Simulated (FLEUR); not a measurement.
Entries from a set of simulations; values are calculated unless marked as measured.

Magnetic state of MnS from several starts. It takes space group Fm-3m (No. 225, cubic). The conventional cell has a = 5.209 Å, b = 5.209 Å, c = 5.209 Å, α = 90.00°, β = 90.00°, γ = 90.00°. Mn has 6 S at 2.60 Å nearest. Nearest to S lie 6 Mn at 2.60 Å. Farther neighbours and most contacts between anions are not listed. The calculation used PBEsol; all-electron FLAPW, Dirac cores, scalar-relativistic bands in FLEUR MaX-R8.1, with kmax 3.97 1/bohr, gmax 11.9 1/bohr, muffin tin radii Mn: 2.8, S: 1.89 bohr, lmax Mn: [10, 8], S: [8, 6], hist occupations, smearing width 0.05 eV, mixer Anderson, mixing 0.05, max iterations 130, stop 2.00e-5 me/bohr³, collinear spin, 8×8×4 k-mesh, mesh matched on, starting moments 4.5 -4.5 0 0 μB in one of its runs. The lowest state found is antiferromagnetic (initial antiferro q=(0,0,1/2) +-). The largest site spin moment is 4.32 μB, the next finished state is antiferromagnetic, 91.3 meV a seeded atom higher and the energy gained by spin polarisation is 2214 meV a seeded atom. It took 4 runs, 3 min in all on 4 MPI ranks of Arm Neoverse V2, shared host (the runs of this entry). The lowest state found is antiferromagnetic, reached from the start antiferro q=(0,0,1/2) +-, with moments up to 4.32 μB. The next finished state costs 91 meV a seeded atom. The database entry behind the starting cell differs from later determinations by our own check (an axis about 0.2 % short against later determinations). This is the lowest of 4 finished starts, no proof of the ground state.

```
Mn S
1.0
     0.00000    2.60450    2.60450
     2.60450    0.00000    2.60450
     5.20900    5.20900    0.00000
Mn S
2 2
Direct
  0.00000 0.00000 0.00000
  0.00000 0.00000 0.50000
  0.50000 0.50000 0.25000
  0.50000 0.50000 0.75000
```

[Logs and program files are shortened in this print: banners, set-up blocks, solver, clock and traceback lines can be left out without a mark of their own.]

[Logs are printed without paths, hosts, clocks, repeated set-up lines and the standing remarks that a program may print on its own settings, such as how far it seeks lower states.]

[Hosts, paths, dates, database ids (printed as entryN), source tags and the programs' standing remarks are cut or masked in the printed files.]

[Where a cell is said to come from a database of computed structures, the database is the Materials Project.]
